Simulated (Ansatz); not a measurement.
# What Y3GaC (Pm-3m) distorts into

Which phase does Y3GaC (Pm-3m) fall into along its unstable mode, and how much energy does it gain?

Main program and level: Ansatz 0.2.0; DFT PBEsol, scalar-relativistic, plane waves, PAW; PAW set soft_1.

## 1. The structure

Symmetry: Pm-3m, No. 221, cubic system. The conventional cell has a = 4.806 Å, b = 4.806 Å, c = 4.806 Å, α = 90.00°, β = 90.00°, γ = 90.00°. Y has 2 C at 2.40 Å and 4 Ga at 3.40 Å and 8 Y at 3.40 Å nearest. Nearest to Ga lie 12 Y at 3.40 Å. Nearest to C lie 6 Y at 2.40 Å. Farther neighbours are not listed.

Structure file:

```
Y Ga C
1.0
     4.80627    0.00000    0.00000
     0.00000    4.80627    0.00000
     0.00000    0.00000    4.80627
Y Ga C
3 1 1
Direct
  0.50000 0.00000 0.50000
  0.50000 0.50000 0.00000
  0.00000 0.50000 0.50000
  0.00000 0.00000 0.00000
  0.50000 0.50000 0.50000
```

## 2. Response at finite wavevector

The cell comes from relaxations at this level that are not shown. Stability and thermal properties need the whole zone. Linear response on a 2×2×2 q mesh gives force constants as far as a supercell of that size would.

Contents of input.yaml:

```yaml
crystal:
  lattice:
    - [4.8062686968, 0.0, 0.0]
    - [0.0, 4.8062686968, 0.0]
    - [0.0, 0.0, 4.8062686968]
  atoms:
    - { symbol: "Y", position: [0.5, 0.0, 0.5] }
    - { symbol: "Y", position: [0.5, 0.5, 0.0] }
    - { symbol: "Y", position: [0.0, 0.5, 0.5] }
    - { symbol: Ga, position: [0.0, 0.0, 0.0] }
    - { symbol: C, position: [0.5, 0.5, 0.5] }
kpoints:
  mp_grid: { grid: [8, 8, 8] }
hamiltonian:
  xc: pbesol
  pseudopotentials: { kind: paw, azcp: { folder: soft_1 }, xc_functional: pbe }
scf:
  occupations: { method: methfessel_paxton, width: 0.2 }
output:
  eigenvalues: true
phonons:
  method: dfpt
  qmesh: [2, 2, 2]
  temperatures: { t_max: 1000, t_step: 50 }
  qpath:
    path:
      - [[0.0, 0.0, 0.0], [0.0, 0.5, 0.0], [0.5, 0.5, 0.0], [0.0, 0.0, 0.0], [0.5, 0.5, 0.5], [0.0, 0.5, 0.0]]
      - [[0.5, 0.5, 0.5], [0.5, 0.5, 0.0]]
    npoints: 10
```

Started as:

```sh
ansatz run input.yaml --threads 4 --pin off --max-ram 10240MiB --backend cpu --events-out ev --progress --plain --runs-dir out
```

Numbers of over 12 decimals in the logs are rounded to 6 here.

What it wrote:

```text
Engine: ansatz 0.2.0, x86_64-unknown-linux-gnu
Pseudopotentials: kind: paw
Pseudopotential: Y, paw, valence charge 11, recommended cutoff 420 eV (normal), soft_1/Y.paw.azcp
Pseudopotential: Ga, paw, valence charge 13, recommended cutoff 420 eV (normal), soft_1/Ga.paw.azcp
Pseudopotential: C, paw, valence charge 4, recommended cutoff 420 eV (normal), soft_1/C.paw.azcp
Functional definition: PBEsol
  exchange = pbesol_x
  correlation = pbesol_c
Crystal: 5 atoms, lattice volume = 111.026 Å³
Basis set: ecut = 420 eV, 2109 PW (Γ), exchange–correlation on 72×72×72 points (8 copies of the dense FFT grid, shifted against one another)
Bands: 30, of which v1, the nominal top of the filled ones, is band 25 counted from 1 (24 counted from 0)
Symmetry: 48 space group operations
k-points: 35 of 512
Non-local potential: Y, projectors of the file, l = 0: 3, l = 1: 2, l = 2: 2, l = 3: 1
Non-local potential: Ga, projectors of the file, l = 0: 2, l = 1: 2, l = 2: 3, l = 3: 1
Non-local potential: C, projectors of the file, l = 0: 2, l = 1: 2, l = 2: 1
PAW form: soft (Blöchl's): semilocal exchange-correlation on the pseudo side does not see the compensation charge
PAW frozen core: Y, regenerated for the run's functional, and the local potential with it (the file was generated under x = pbe(κ = 0.804, μ = 0.219515), c = pbe(β = 0.066725))
PAW frozen core: Ga, regenerated for the run's functional, and the local potential with it (the file was generated under x = pbe(κ = 0.804, μ = 0.219515), c = pbe(β = 0.066725))
PAW frozen core: C, regenerated for the run's functional, and the local potential with it (the file was generated under x = pbe(κ = 0.804, μ = 0.219515), c = pbe(β = 0.066725))
PAW one-centre angular grid: Y, 590 points (default); XC on 64 Gauss nodes
PAW one-centre angular grid: Ga, 590 points (default); XC on 64 Gauss nodes
PAW one-centre angular grid: C, 110 points (default); XC on 64 Gauss nodes
Initial density: superposition of atomic densities (chi_scale 0.1, normalization cell, long waves kept (reshape's long-wave potential 0.00 eV rms))
Initial wavefunctions: pseudopotential atomic-orbital guess
Functional: x = pbesol(κ = 0.804, μ = 0.123457), c = pbesol(β = 0.046)
SCF iter   1: F=—  HF=-15379.956379 eV  |F-HF|=—  |Δ(HF+E_count)|=         —  Δρ=5.97e-2  dr2=9.72e0  ethr=3.10e-3  ⟨swp⟩=4.9  Hψ=4018  notcnv=0
preconditioner: auto → Kerker (q_TF=auto, 2.389 Å⁻¹)  [metal: Δε(μ)=0.025 eV  Ē_g=14.243 eV  σ=0.200 eV  W_gap=0.11  n_scr=26 (ndim 8)  ℏωp=23.4 eV  f_vac=0.000  D(μ)=4.77/eV (n_scr^D=32)]
SCF iter   2: F=—  HF=-15378.073553 eV  |F-HF|=—  |Δ(HF+E_count)|=    1.88e0  S|Δr|=    0.00e0  Δρ=2.31e-2  dr2=1.25e0  ethr=3.10e-3  ⟨swp⟩=2.5  Hψ=1979  notcnv=0  defer=11
SCF iter   3: F=—  HF=-15377.833390 eV  |F-HF|=—  |Δ(HF+E_count)|=   2.40e-1  S|Δr|=    0.00e0  Δρ=1.31e-2  dr2=3.07e-1  ethr=2.51e-3  ⟨swp⟩=2.0  Hψ=1519  notcnv=0  defer=13
SCF iter   4: F=—  HF=-15377.775940 eV  |F-HF|=—  |Δ(HF+E_count)|=   5.74e-2  S|Δr|=    0.00e0  Δρ=6.00e-3  dr2=4.29e-2  ethr=6.13e-4  ⟨swp⟩=2.0  Hψ=1642  notcnv=0  defer=13
SCF iter   5: F=—  HF=-15377.763876 eV  |F-HF|=—  |Δ(HF+E_count)|=   1.21e-2  S|Δr|=    0.00e0  Δρ=1.77e-3  dr2=3.52e-3  ethr=8.58e-5  ⟨swp⟩=2.6  Hψ=2027  notcnv=0  defer=13
SCF iter   6: F=—  HF=-15377.763007 eV  |F-HF|=—  |Δ(HF+E_count)|=   8.69e-4  S|Δr|=    0.00e0  Δρ=3.74e-4  dr2=1.03e-4  ethr=7.03e-6  ⟨swp⟩=2.3  Hψ=1467  notcnv=0  defer=13
SCF iter   7: F=—  HF=-15377.763075 eV  |F-HF|=—  |Δ(HF+E_count)|=   6.76e-5  S|Δr|=    0.00e0  Δρ=1.20e-4  dr2=2.77e-5  ethr=2.05e-7  ⟨swp⟩=2.1  Hψ=1512  notcnv=0  defer=13
SCF iter   8: F=—  HF=-15377.763064 eV  |F-HF|=—  |Δ(HF+E_count)|=   1.05e-5  S|Δr|=    0.00e0  Δρ=3.24e-5  dr2=2.13e-6  ethr=5.54e-8  ⟨swp⟩=2.0  Hψ=1477  notcnv=0  defer=13
SCF iter   9: F=—  HF=-15377.763065 eV  |F-HF|=—  |Δ(HF+E_count)|=   1.07e-6  S|Δr|=    0.00e0  Δρ=1.20e-5  dr2=2.36e-7  ethr=4.25e-9  ⟨swp⟩=2.0  Hψ=1477  notcnv=0  defer=13
SCF iter  10: F=—  HF=-15377.763065 eV  |F-HF|=—  |Δ(HF+E_count)|=   5.23e-8  S|Δr|=    0.00e0  Δρ=4.37e-6  dr2=1.78e-8  ethr=4.73e-10  ⟨swp⟩=2.0  Hψ=1317  notcnv=0  defer=13
SCF iter  11: F=—  HF=-15377.763065 eV  |F-HF|=—  |Δ(HF+E_count)|=  6.55e-10  S|Δr|=    0.00e0  Δρ=6.00e-7  dr2=1.92e-10  ethr=3.56e-11  ⟨swp⟩=2.0  Hψ=1296  notcnv=0  defer=13
SCF iter  12: F=—  HF=-15377.763065 eV  |F-HF|=—  |Δ(HF+E_count)|=  8.37e-11  S|Δr|=    0.00e0  Δρ=1.00e-7  dr2=1.14e-11  ethr=1.00e-12  ⟨swp⟩=2.0  Hψ=1312  notcnv=0  defer=13
SCF iter  13: F=-15377.763065 eV  HF=-15377.763065 eV  |F-HF|=9.09e-12  |Δ(HF+E_count)|=  5.46e-12  S|Δr|=    0.00e0  Δρ=5.44e-8  dr2=1.94e-12  ethr=1.00e-12  ⟨swp⟩=7.8  Hψ=4653  notcnv=0
SCF 1 converged in 13 iterations: F = -15377.763065 eV  dr2 = 1.94e-12
  greatest PAW one-centre occupation: 0.994 electrons in one spin orbital (limit 2), on the Ga atom at site 3 (counted from 0), in its partial waves of l = 2
Initial density: read from a saved state, or passed on in memory by an earlier SCF of this step, an earlier step, the calling program or the single point that the run made first
iter 1 solved again at ethr=5.69e-8 eV; its pass at ethr=3.10e-3 eV (dr2=2.85e-5 eV) is discarded
SCF iter   1: F=—  HF=-15377.763066 eV  |F-HF|=—  |Δ(HF+E_count)|=         —  Δρ=3.14e-7  dr2=4.67e-11  ethr=5.69e-8  ⟨swp⟩=3.5  Hψ=7192  notcnv=0
eigensolver tolerance schedule: the retry pair's looser diagonalisation over-reported the residual by 609455.84 of it (diagonalisation noise at an unbounded share of the residual, at the tolerance the schedule requests for it); recorded, not acted on — ethr = c·dr2/N_el stays at c = 1.0e-1
preconditioner: auto → Kerker (q_TF=auto, 2.389 Å⁻¹)  [metal: Δε(μ)=0.039 eV  Ē_g=14.883 eV  σ=0.200 eV  W_gap=0.16  n_scr=26 (ndim 8)  ℏωp=23.4 eV  f_vac=0.000  D(μ)=0.93/eV (n_scr^D=0)]
SCF iter   2: F=—  HF=-15377.763065 eV  |F-HF|=—  |Δ(HF+E_count)|=   1.26e-6  S|Δr|=    0.00e0  Δρ=2.01e-7  dr2=2.42e-11  ethr=1.00e-12  ⟨swp⟩=3.2  Hψ=2702  notcnv=0
SCF iter   3: F=-15377.763065 eV  HF=-15377.763065 eV  |F-HF|=5.46e-12  |Δ(HF+E_count)|=  1.27e-11  S|Δr|=    0.00e0  Δρ=1.18e-7  dr2=6.66e-12  ethr=1.00e-12  ⟨swp⟩=2.2  Hψ=2532  notcnv=0
SCF 2 converged in 3 iterations: F = -15377.763065 eV  dr2 = 6.66e-12
phonons: the bands overlap, so this run is a metal and interpolates without the dipole-dipole term. If the crystal is really an insulator or semiconductor, its LO-TO splitting is missing
NSCF: frozen V_eff on 35 k-points
NSCF: frozen V_eff on 125 k-points
DFPT response loops at q = (0, 0, 0) (fractional): preconditioner auto → Kerker (q_TF=auto, 2.389 Å⁻¹) (partly filled bands, converged f_vac=0.000); β = 1.00, the filter's whole step (`scf.mixing.beta` (0.50) is not read by the response loops under this deck's `scf.mixing.preconditioner`; to damp them name `kerker` or `kerker_dos`, under which they read `scf.mixing.beta`, and type it under 1.00, their step now; both keys bind the ground state too); Broyden in place of MSR1
NSCF: frozen V_eff on 250 k-points
DFPT response loops at q = (0, 0, -0.5) (fractional): mixed as the last ones told, above
NSCF: frozen V_eff on 250 k-points
DFPT response loops at q = (0, -0.5, -0.5) (fractional): mixed as the last ones told, above
NSCF: frozen V_eff on 250 k-points
DFPT response loops at q = (-0.5, -0.5, -0.5) (fractional): mixed as the last ones told, above
SCF converged after 13 iterations
Stability not checked: this state was not tested for a lower state beside it, because cold or Methfessel-Paxton smearing, or corrected tetrahedra, fill the levels in a way that the test cannot read (fill_not_monotonic; see scf.lower_state_search)
Free energy (F): -15377.763065 eV
Harris-Foulkes:  -15377.763065 eV  (|F-HF|=9.09e-12)
Internal energy: -15377.781130 eV  (E = F + TS)
E sigma→0 (E₀):  -15377.767581 eV
Entropy (-TS):   0.018065 eV (3.613 meV/atom)
Fermi energy:    9.993224 eV
--- Per-component energies (eV) ---
  E_band       = -322.022703
  E_kinetic    = 1148.868942
  E_local      = -3150.009475  (includes V_loc(G=0)·N_el)
  E_nonlocal   = 13.681650
  E_hartree    = 1463.365810
  E_xc         = -643.485097
  E_vxc        = -731.517157  (∫ρ·V_xc dr)
  E_paw        = -10337.267560  (= ΣΔE_a)
  E_vpaw       = -529.778224  (= ΣTr[D̂ρ^β])
  E_aug_tail   = -0.000127  (compensation charges beyond the density's cutoff)
  E_ewald      = -3874.265674
  E_core_change = 1.330400  (= ΣΔE_core)
  E_smearing   = 0.018065  (= −TS)
  E_closure    = -0.000000  (closes the sum)
  Σ components = -15377.763065   (vs F -15377.763065, Δ=0.00e0)
--- Band table (eV; the first three rows and the last of 35) ---
  k-point 0: bands = [... 21 lower, 9.8528, 9.8528, 9.8528, 9.9928, 9.9928, 9.9928, 12.0045, 12.0045, ... 1 higher]
  k-point 1: bands = [... 21 lower, 9.6772, 9.7894, 9.8602, 10.0318, 10.0318, 10.0438, 11.4892, 12.1419, ... 1 higher]
  k-point 2: bands = [... 21 lower, 9.4558, 9.4558, 9.9369, 9.9369, 10.1810, 10.1899, 11.4291, 12.5521, ... 1 higher]
  k-point 34: bands = [... 21 lower, 6.5821, 9.8807, 9.8807, 9.8807, 11.6487, 11.6487, 11.6487, 12.2596, ... 1 higher]
--- Phonons (Γ-DFPT): 4 representative perturbations + reference (Σ response iterations 12) ---
  ASR residual: 9.784e-5 → 0.000e0 eV/Å²; symmetrization residual: 2.145e-6 eV/Å²
  ASR residual per site (eV/Å²): 2.89e-5 2.89e-5 2.89e-5 9.78e-5 2.33e-5
  Γ frequencies (cm⁻¹): 0.00 0.00 0.00 85.53 85.53 85.53 89.70 89.70 89.70 201.41 201.41 201.41 290.11 290.11 290.11
--- Phonons (arbitrary-q DFPT): 4 irreducible q on the 2×2×2 mesh ---
  q = [0.0000, 0.0000, 0.0000] (star 1, of the zone-centre solve; hermiticity 3.98e-7, symmetrization 6.65e-12): 0.00 0.00 0.00 85.53 85.53 85.53 89.70 89.70 89.70 201.41 201.41 201.41 290.11 290.11 290.11
  q = [0.0000, 0.0000, -0.5000] (star 3, 9 solved perturbations in 975 linear systems a pass and spin channel, the states on 125 of 512 k-point pairs; hermiticity 2.99e-7, symmetrization 8.45e-13): 75.42 75.42 87.86 87.86 92.73 104.54 110.55 110.55 131.24 184.52 184.52 223.15 381.95 381.95 527.69
  q = [0.0000, -0.5000, -0.5000] (star 3, 9 solved perturbations in 975 linear systems a pass and spin channel, the states on 125 of 512 k-point pairs; hermiticity 2.76e-7, symmetrization 1.63e-13): -37.44 94.05 101.96 101.96 104.74 104.74 108.99 108.99 165.48 174.15 189.24 256.85 396.52 505.10 505.10
  q = [-0.5000, -0.5000, -0.5000] (star 1, 4 solved perturbations in 350 linear systems a pass and spin channel, the states on 125 of 512 k-point pairs; hermiticity 1.09e-8, symmetrization 5.68e-12): -44.18 -44.18 -44.18 95.82 95.82 95.82 157.88 157.88 157.88 191.57 191.57 281.52 515.69 515.69 515.69
  sum rule: each row above includes the acoustic sum rule's correction from the zone centre's row sums; it moved no ω² by more than (0.73 cm⁻¹)²
  mesh force constants: q→R imaginary residual 2.28e-18; ASR residual 9.784e-5 → 0.000e0 eV/Å²; symmetrization residual 5.329e-15 eV/Å²
  interpolated dispersion: 62 rows × 15 modes
  density of states and harmonic sums: on the 14×14×14 q-mesh, interpolated from the force constants of a 2×2×2 supercell (no non-analytic term)
  largest difference from the sums on the solved wave vectors: F 2.12e-1 eV, S 2.82e-4 and C_V 6.97e-5 eV/K
  zero-point energy: 0.172635 eV/cell   skipped modes (ω ≤ 0): 53, of them read as no rigid motion or as one in doubt: 50 (3.156e-1 modes/cell left out, lowest -44.18 cm⁻¹)   left out of the sums: 2.11e-2 of the cell's modes: C_V's classical limit lies that fraction below 3 k_B per atom; for a crystal, a wire or a layer, F and S can be off by more, and a phonons.interpolated_qmesh denser along its periods is the remedy for the sampling
```

Wall time 4.2 min (4 threads of Intel Xeon Platinum 8488C (Sapphire Rapids), shared host); peak memory 1.4 GiB.

Numbers from this step:

* volume per atom: 22.21 Å³
* gap on the k-mesh: 0 eV
* sum-rule residual before enforcement: 9.78e-5 eV/Å²
* lowest frequency on the path: -44.18 cm⁻¹
* point group: m-3m
* highest frequency on the path or at a solved wavevector: 527.7 cm⁻¹
* highest optical mode at the zone centre (no LO-TO term): 290.1 cm⁻¹
* lowest optical zone-centre mode: 85.53 cm⁻¹
* lowest mode on the q mesh (acoustic modes at Γ apart): -44.18 cm⁻¹

Frequencies (cm⁻¹) solved at each irreducible wavevector; negative means imaginary. Frequencies by wavevector, by row:

```csv
q in reciprocal lattice units,star,mode 1,mode 2,mode 3,mode 4,mode 13,mode 14,mode 15
0 0 0,1,0,0,0,85.5,290.1,290.1,290.1
0 0 -0.5,3,75.4,75.4,87.9,87.9,381.9,381.9,527.7
0 -0.5 -0.5,3,-37.4,94,102,102,396.5,505.1,505.1
-0.5 -0.5 -0.5,1,-44.2,-44.2,-44.2,95.8,515.7,515.7,515.7
```

Interpolated from a 2×2×2 q mesh. Phonon branches along the path, in cm⁻¹:

```csv
point,branch 1,branch 2,branch 3,branch 4,branch 12,branch 13,branch 14,branch 15
Γ,0,0,0,86,201,290,290,290
halfway,55,55,83,89,215,339,339,424
X,75,75,88,88,223,382,382,528
halfway,42,91,91,93,240,389,447,516
M,-37,94,102,102,257,396,505,505
halfway,53,75,85,91,228,365,435,435
Γ,0,0,0,86,201,290,290,290
halfway,51,59,59,95,239,444,444,444
R,-44,-44,-44,96,282,516,516,516
halfway,30,57,59,95,253,452,453,513
X,75,75,88,88,223,382,382,528
jump to R,-44,-44,-44,96,282,516,516,516
halfway,-41,44,44,95,268,458,510,510
M,-37,94,102,102,257,396,505,505
```

Symmetry leaves 4 wavevectors to solve. The lowest mode among them, the acoustic zeros apart, lies at q = (-0.5, -0.5, -0.5) and is imaginary, 44.2i cm⁻¹, so the energy falls along it.

## 3. The mode frozen in, largest atomic shift 0 Å

The mode followed lies at q = (-0.5, -0.5, -0.5) with frequency 44.2i cm⁻¹ and is 3-fold degenerate, the softest among the wavevectors solved. At small amplitude the distorted cell has space group no. 167 by a symmetry search on the positions. The undistorted cell that holds it gives the zero of energy on the same k mesh.

System of this step: Y3GaC. The structure is cubic, space group Pm-3m (No. 221). The conventional cell has a = 4.806 Å, b = 4.806 Å, c = 4.806 Å, α = 90.00°, β = 90.00°, γ = 90.00°. Nearest to Y lie 2 C at 2.40 Å and 8 Y at 3.40 Å and 4 Ga at 3.40 Å. Nearest to Ga lie 12 Y at 3.40 Å. C has 6 Y at 2.40 Å nearest. Farther neighbours are not listed.

input.yaml, the sections that differ from step 2:

```yaml
crystal:
  lattice:
    - [4.8062686968, 4.8062686968, 0.0]
    - [4.8062686968, 0.0, 4.8062686968]
    - [4.8062686968, 0.0, -4.8062686968]
  atoms:
    - { symbol: "Y", position: [0.0, 1.0, 0.5] }
    - { symbol: "Y", position: [0.0, 0.5, 0.0] }
    - { symbol: "Y", position: [0.5, 0.0, 1.0] }
    - { symbol: "Y", position: [0.5, 0.5, 0.5] }
    - { symbol: "Y", position: [0.5, 0.0, 0.5] }
    - { symbol: "Y", position: [0.5, 0.5, 0.0] }
    - { symbol: Ga, position: [0.0, 0.5, 0.5] }
    - { symbol: Ga, position: [0.0, 0.0, 0.0] }
    - { symbol: C, position: [0.5, 0.25, 0.75] }
    - { symbol: C, position: [0.5, 0.75, 0.25] }
output:
  forces: true
  stress: true
  eigenvalues: true
# kpoints, hamiltonian, scf: as in step 2
# phonons: removed
```

What it wrote:

```text
[...]
Crystal: 10 atoms, lattice volume = 222.052 Å³
Basis set: ecut = 420 eV, 4285 PW (Γ), exchange–correlation on 96×96×96 points (8 copies of the dense FFT grid, shifted against one another)
Bands: 60, of which v1, the nominal top of the filled ones, is band 50 counted from 1 (49 counted from 0)
Symmetry: 96 space group operations
[...]
k-points: 29 of 512
[...]
k-point 0: bands = [... 46 lower, 9.8825, 9.8825, 9.8825, 9.9914, 9.9914, 9.9914, 11.6475, 11.6475, ... 6 higher]
  k-point 1: bands = [... 46 lower, 9.8101, 9.8607, 9.8607, 9.9649, 10.0954, 10.0954, 11.6808, 11.7605, ... 6 higher]
  k-point 2: bands = [... 46 lower, 9.6642, 9.6642, 9.7424, 9.7424, 10.3388, 10.3388, 11.6545, 11.8389, ... 6 higher]
  k-point 28: bands = [... 46 lower, 9.3430, 9.3430, 9.6055, 9.6055, 11.1658, 11.1658, 11.4471, 11.4471, ... 6 higher]
[key lines of the parts left out:]
SCF converged after 10 iterations
Free energy (F): -30755.527115 eV
Fermi energy:    9.980543 eV
P = ⅓ Tr σ = -0.0084 GPa (-0.084 kbar)
```

Wall time 8.6 s (4 threads); peak memory 0.86 GiB; 32 s of CPU time.

This step gave:

| Quantity | Value |
| --- | --- |
| pressure | -0.008396 GPa |
| energy from the undistorted cell | 0 meV/atom |

The run ends at a pressure of -0.01 GPa.

## 4. The mode frozen in, largest atomic shift 0.32 Å

The atoms are moved along the unstable eigenvector, the largest shift by 0.32 Å, with the cell fixed.

input.yaml, the sections that differ from step 3:

```yaml
crystal:
  lattice:
    - [4.8062686968, 4.8062686968, 0.0]
    - [4.8062686968, 0.0, 4.8062686968]
    - [4.8062686968, 0.0, -4.8062686968]
  atoms:
    - { symbol: "Y", position: [0.0, 0.952921032, 0.5] }
    - { symbol: "Y", position: [0.0, 0.547078968, 0.0] }
    - { symbol: "Y", position: [0.452921032, 0.0, 1.0] }
    - { symbol: "Y", position: [0.547078968, 0.5, 0.5] }
    - { symbol: "Y", position: [0.452921032, 0.047078968, 0.5] }
    - { symbol: "Y", position: [0.547078968, 0.452921032, 0.0] }
    - { symbol: Ga, position: [0.0, 0.5, 0.5] }
    - { symbol: Ga, position: [0.0, 0.0, 0.0] }
    - { symbol: C, position: [0.5, 0.25, 0.75] }
    - { symbol: C, position: [0.5, 0.75, 0.25] }
# kpoints, hamiltonian, scf, output: as in step 3
```

What it wrote:

```text
[...]
Crystal: 10 atoms, lattice volume = 222.052 Å³
Basis set: ecut = 420 eV, 4285 PW (Γ), exchange–correlation on 96×96×96 points (8 copies of the dense FFT grid, shifted against one another)
Bands: 60, of which v1, the nominal top of the filled ones, is band 50 counted from 1 (49 counted from 0)
Symmetry: 12 space group operations
[...]
k-points: 65 of 512
[...]
k-point 0: bands = [... 46 lower, 9.7788, 9.8134, 9.8134, 10.3617, 10.5158, 10.5158, 11.0147, 11.3396, ... 6 higher]
  k-point 1: bands = [... 46 lower, 9.6222, 9.9004, 9.9004, 10.0156, 10.5451, 10.5451, 11.2021, 11.4065, ... 6 higher]
  k-point 2: bands = [... 46 lower, 9.5173, 9.5173, 9.7905, 9.7905, 10.6820, 10.6820, 11.5812, 11.5812, ... 6 higher]
  k-point 64: bands = [... 46 lower, 9.1749, 9.4710, 9.5153, 9.6816, 11.0570, 11.2384, 11.2611, 11.4249, ... 6 higher]
[key lines of the parts left out:]
SCF converged after 10 iterations
Free energy (F): -30755.626109 eV
Fermi energy:    10.203100 eV
P = ⅓ Tr σ = -0.5636 GPa (-5.636 kbar)
```

The job ended after 18 s (4 threads; peak memory 1.1 GiB; 68 s of CPU time).

Numbers from this step:

* pressure: -0.5636 GPa
* energy from the undistorted cell: -9.258 meV/atom

The energy, extrapolated to zero smearing, is -9.26 meV/atom against the undistorted cell.

The run ends at a pressure of -0.56 GPa, with forces up to 0.0046 eV/Å.

[end of part 1 of 3]

[Logs are printed without paths, hosts, clocks, repeated set-up lines and the standing remarks that a program may print on its own settings, such as how far it seeks lower states.]

[Hosts, paths, dates, database ids (printed as entryN), source tags and the programs' standing remarks are cut or masked in the printed files.]
